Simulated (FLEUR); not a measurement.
# Does Sr2CrO4 carry moments in FLEUR?, part 2 of 2

Aim: find out whether Sr2CrO4 carries moments when they start parallel, and what they gain.

FLEUR MaX-R8.1; PBEsol; all-electron FLAPW, Dirac cores, scalar-relativistic bands.

So far. Step 2 (Run 1 (ferro +)): After 30 cycles the largest moment stands at 1.76 μB.

## 3. Order 2, typed as no spin polarisation

A spinless run gives the zero against which the gain from the moments is read.

inp.xml reads:

```
<?xml version="1.0" encoding="UTF-8" standalone="no"?>
<fleurInput fleurInputVersion="0.39">
   <comment>
      Sr2CrO4
   </comment>
   <calculationSetup>
      <cutoffs Kmax="4.4" Gmax="13.2" GmaxXC="13.2" numbands="0"/>
      <scfLoop itmax="130" minDistance="0.00002" maxIterBroyd="15" imix="Anderson" alpha="0.05" precondParam="0.0" spinf="2.0" sdNocoIR="T"/>
      <coreElectrons ctail="T" frcor="F" kcrel="0" coretail_lmax="0"/>
      <xcFunctional name="PBEs" relativisticCorrections="F"/>
      <magnetism jspins="1"/>
      <soc l_soc="F" theta="0.0" phi="0.0" spav="F"/>
      <expertModes spex="0" secvar="F"/>
      <geometryOptimization l_f="F" forcealpha="1.0" forcemix="BFGS" epsdisp="0.00001" epsforce="0.00001"/>
      <ldaU l_linMix="F" mixParam="0.05" spinf="1.0"/>
   </calculationSetup>
   <cell>
      <bzIntegration valenceElectrons="58.0" mode="hist" fermiSmearingEnergy="0.00110248">
         <kPointListSelection listName="default-1"/>
         <xi:include xmlns:xi="http://www.w3.org/2001/XInclude" href="kpts.xml"> </xi:include>
      </bzIntegration>
      <xi:include xmlns:xi="http://www.w3.org/2001/XInclude" href="sym.xml"> </xi:include>
      <bulkLattice scale="1.0">
         <bravaisMatrix>
            <row-1>   -3.5643106628792762     3.5643106628792762    11.9358646016440879</row-1>
            <row-2>    3.5643106628792762    -3.5643106628792762    11.9358646016440879</row-2>
            <row-3>    3.5643106628792762     3.5643106628792762   -11.9358646016440879</row-3>
         </bravaisMatrix>
      </bulkLattice>
   </cell>
   <atomSpecies>
      <species name="Strontium (Sr)" element="Sr" atomicNumber="38">
         <mtSphere radius="2.8" gridPoints="925" logIncrement="0.014"/>
         <atomicCutoffs lmax="10" lnonsphr="8"/>
         <electronConfig flipSpins="F">
            <coreConfig>(1s1/2) (2s1/2) (2p1/2) (2p3/2) (3s1/2) (3p1/2) (3p3/2) (3d3/2) (3d5/2)</coreConfig>
            <valenceConfig>(4s1/2) (4p1/2) (4p3/2) (5s1/2)</valenceConfig>
         </electronConfig>
         <energyParameters s="5" p="5" d="4" f="4"/>
         <lo type="SCLO" l="0" n="4" eDeriv="0"/>
         <lo type="SCLO" l="1" n="4" eDeriv="0"/>
      </species>
      <species name="Chromium (Cr)" element="Cr" atomicNumber="24">
         <mtSphere radius="2.22" gridPoints="735" logIncrement="0.016"/>
         <atomicCutoffs lmax="8" lnonsphr="6"/>
         <electronConfig flipSpins="F">
            <coreConfig>(1s1/2) (2s1/2) (2p1/2) (2p3/2)</coreConfig>
            <valenceConfig>(3s1/2) (3p1/2) (3p3/2) (4s1/2) (3d3/2) (3d5/2)</valenceConfig>
            <stateOccupation state="(4s1/2)" spinUp="0.500000" spinDown="0.500000"/>
            <stateOccupation state="(3d3/2)" spinUp="1.000000" spinDown="1.000000"/>
            <stateOccupation state="(3d5/2)" spinUp="1.500000" spinDown="1.500000"/>
         </electronConfig>
         <energyParameters s="4" p="4" d="3" f="4"/>
         <lo type="SCLO" l="0" n="3" eDeriv="0"/>
         <lo type="SCLO" l="1" n="3" eDeriv="0"/>
      </species>
      <species name="Oxygen (O)" element="O" atomicNumber="8">
         <mtSphere radius="1.25" gridPoints="415" logIncrement="0.025"/>
         <atomicCutoffs lmax="6" lnonsphr="4"/>
         <electronConfig flipSpins="F">
            <coreConfig>(1s1/2)</coreConfig>
            <valenceConfig>(2s1/2) (2p1/2) (2p3/2)</valenceConfig>
            <stateOccupation state="(2p1/2)" spinUp="0.666667" spinDown="0.666667"/>
            <stateOccupation state="(2p3/2)" spinUp="1.333333" spinDown="1.333333"/>
         </electronConfig>
         <energyParameters s="2" p="2" d="3" f="4"/>
      </species>
   </atomSpecies>
   <atomGroups>
      <atomGroup species="Strontium (Sr)">
         <relPos label="                   1">-.3537197800 -.3537197800 .0000000000</relPos>
         <relPos label="                   2">.3537197800 .3537197800 .0000000000</relPos>
         <force calculate="T" relaxXYZ="TTT"/>
      </atomGroup>
      <atomGroup species="Chromium (Cr)">
         <relPos label="                   3">.0000000000 .0000000000 .0000000000</relPos>
         <force calculate="T" relaxXYZ="TTT"/>
      </atomGroup>
      <atomGroup species="Oxygen (O)">
         <relPos label="                   4">-.1563156800 -.1563156800 .0000000000</relPos>
         <relPos label="                   5">.1563156800 .1563156800 .0000000000</relPos>
         <force calculate="T" relaxXYZ="TTT"/>
      </atomGroup>
      <atomGroup species="Oxygen (O)">
         <relPos label="                   6">1.000/2.000 .0000000000 1.000/2.000</relPos>
         <relPos label="                   7">.0000000000 1.000/2.000 1.000/2.000</relPos>
         <force calculate="T" relaxXYZ="TTT"/>
      </atomGroup>
   </atomGroups>
   <output dos="F" band="F" slice="F">
      <bandDOS minEnergy="-.5*Htr" maxEnergy="0.5*Htr" sigma="0.015" storeEVData="T"/>
      <plotting iplot="0" polar="F">
         <plot TwoD="T" vec1="  1.0  0.0  0.0" vec2="  0.0  1.0  0.0" vec3="  0.0  0.0  1.0" zero="  0.0  0.0  0.0" file="plot"/>
      </plotting>
      <moessbauerParams electricFieldGradient="F" isomerShift="F" coreHyperfine="F" valenceHyperfine="F"/>
   </output>
</fleurInput>
```

crystal.txt reads:

```
Sr2CrO4
&input film=F cartesian=F /
-1.88615197540  1.88615197540  6.31618753970
1.88615197540  -1.88615197540  6.31618753970
1.88615197540  1.88615197540  -6.31618753970
1.8897261246
1.0 1.0 1.0

7
38 0.64628022000  0.64628022000  0.00000000000
38 0.35371978000  0.35371978000  0.00000000000
24 0.00000000000  0.00000000000  0.00000000000
8 0.84368432000  0.84368432000  0.00000000000
8 0.15631568000  0.15631568000  0.00000000000
8 0.50000000000  0.00000000000  0.50000000000
8 0.00000000000  0.50000000000  0.50000000000

&kpt div1=8 div2=8 div3=8 gamma=T /
```

Command:

```
$ OMP_NUM_THREADS=1 inpgen -f crystal.txt > inpgen.log  # inp.xml is then edited as shown
$ OMP_NUM_THREADS=1 mpirun -n 4 fleur_MPI > fleur.log
```

The log of the run:

```text
[banner, memory and clock lines left out]
Welcome to FLEUR        (www.flapw.de)
      MaX-Release 8.1          (www.max-centre.eu)

 ========== k-point set info ==========
 Selected k-point list: default-1
 k-point list type: mesh
 0 x 0 x 0
 Number of k points: 60

 ------------Calculation Setup---------------------------
 Number of PE/node        :            4
 Number of OMP-threads    :            1
 k-points in parallel     :            4
 pe's per k-point         :            1
 No of k-point loops      :           15
 Eigenvalue solver        :       lapack
 Number of basis functions:          929
 Approximate size of matrices (H+S) per k-point:         0.013 GB
 Iteration:     1   Distance:      32.94692686 me/bohr^3
 Iteration:     2   Distance:      26.92254447 me/bohr^3
 Iteration:     3   Distance:      12.91912097 me/bohr^3
 Iteration:     4   Distance:      20.71449591 me/bohr^3
 Iteration:     5   Distance:      13.67709717 me/bohr^3
 Iteration:     6   Distance:      17.32421584 me/bohr^3
 Iteration:     7   Distance:       4.29363482 me/bohr^3
 Iteration:     8   Distance:       0.86313299 me/bohr^3
 Iteration:     9   Distance:       2.20838170 me/bohr^3
 Iteration:    10   Distance:       0.47261084 me/bohr^3
 Iteration:    11   Distance:       0.40123578 me/bohr^3
 Iteration:    12   Distance:       0.19217194 me/bohr^3
 Iteration:    13   Distance:       0.18843199 me/bohr^3
 Iteration:    14   Distance:       0.11137813 me/bohr^3
 Iteration:    15   Distance:       0.02905949 me/bohr^3
 Iteration:    16   Distance:       0.01849198 me/bohr^3
 Iteration:    17   Distance:       0.00635197 me/bohr^3
 Iteration:    18   Distance:       0.00379244 me/bohr^3
 Iteration:    19   Distance:       0.00132120 me/bohr^3
 Iteration:    20   Distance:       0.00146027 me/bohr^3
 Iteration:    21   Distance:       0.00048111 me/bohr^3
 Iteration:    22   Distance:       0.00009200 me/bohr^3
 Iteration:    23   Distance:       0.00003744 me/bohr^3
 Iteration:    24   Distance:       0.00004042 me/bohr^3
 Iteration:    25   Distance:       0.00000444 me/bohr^3

 ********************************************************************
 Run finished successfully
 Stop message:
   all done
 ********************************************************************

--- out.xml (last complete iteration) ---
<iteration numberForCurrentRun="   25" overallNumber="   25">
         [... left out ...]
         <bandgap value="0.0105684165" units="eV"/>
         <sumValenceSingleParticleEnergies value="-0.1145806050" units="Htr"/>
         <FermiEnergy value="0.6169677772" units="Htr"/>
         <valenceDensity>
            <mtCharges spin="1">
               <mtCharge atomType="1" total="8.3937414" s="2.0692461" p="5.8963554" d="0.3437873" f="0.0613153"/>
               <mtCharge atomType="2" total="12.5500919" s="2.2591499" p="6.3660260" d="3.7600738" f="0.1229587"/>
               <mtCharge atomType="3" total="3.8429360" s="1.2173913" p="2.6238241" d="0.0015091" f="0.0001746"/>
               <mtCharge atomType="4" total="3.8839747" s="1.2192497" p="2.6604206" d="0.0037721" f="0.0004440"/>
            </mtCharges>
            <spinDependentCharge spin="1" total="58.0000000" interstitial="13.2086040" mtSpheres="44.7913960"/>
            <totalCharge value="58.0000000000"/>
         </valenceDensity>
         [... left out ...]
         <totalEnergy value="    -7706.0252861983" units="Htr">
            <sumOfEigenvalues value="    -4450.1649435439">
               <coreElectrons value="-4450.0503629389"/>
               <valenceElectrons value="-0.1145806050"/>
            </sumOfEigenvalues>
            <densityCoulombPotentialIntegral value="-11979.8462516403"/>
            <densityEffectivePotentialIntegral value="-12356.7784681355"/>
            <chargeDenXCDenIntegral value="-287.5431657253"/>
            <FockExchangeEnergyValence value="0.0000000000"/>
            <FockExchangeEnergyCore value="0.0000000000"/>
         [... left out ...]
            <tkbTimesEntropy value="0.0005450108"/>
            <freeEnergy value="-7706.0258312091"/>
            <extrapolationTo0K value="-7706.0255587037"/>
         </totalEnergy>
         <densityConvergence units="me/bohr^3">
            <chargeDensity spin="1" distance="0.0000044408"/>
         </densityConvergence>
      </iteration>
```

Run time: 80 s. Hardware: 4 MPI ranks of AMD EPYC 9R45, shared host; peak memory 0.43 GiB; 5.3 min of CPU time.

Numbers from this step:

```
free energy                                                       : -209691.6453 eV
program's band gap on this mesh (in a metal only a level spacing) : 0.01057 eV
final state                                                       : non-magnetic (no spin polarisation)
```

It lies 341 meV a seeded atom over the first start.

## 4. Energies of the orders

Free energies are divided by the number of seeded atoms.

Orders:

```tsv
start	final state	typed order kept	energy over the lowest (meV a seeded atom)	largest sphere moment (μB)	net moment (μB a primitive cell)	mesh matched	CPU time (s)
ferro +	ferromagnetic	yes	0	1.758	1.969	yes	662
no spin polarisation	non-magnetic	-	340.6	0	0	yes	317.7
```

## 5. Results

| Item | Value |
| --- | --- |
| lower run | with moments |
| largest site spin moment | 1.76 μB |
| energy gained by spin polarisation | 341 meV a seeded atom |

**Reading.** The crystal holds moments, up to 1.76 μB, and the spinless run lies 341 meV a seeded atom higher. No antiferromagnetic order was tried, so the session says nothing on how the moments order.

[Logs and program files are shortened in this print: banners, set-up blocks, solver, clock and traceback lines can be left out without a mark of their own.]

[Logs are printed without paths, hosts, clocks, repeated set-up lines and the standing remarks that a program may print on its own settings, such as how far it seeks lower states.]

[Hosts, paths, dates, database ids (printed as entryN), source tags and the programs' standing remarks are cut or masked in the printed files.]

[Where a cell is said to come from a database of computed structures, the database is the Materials Project.]
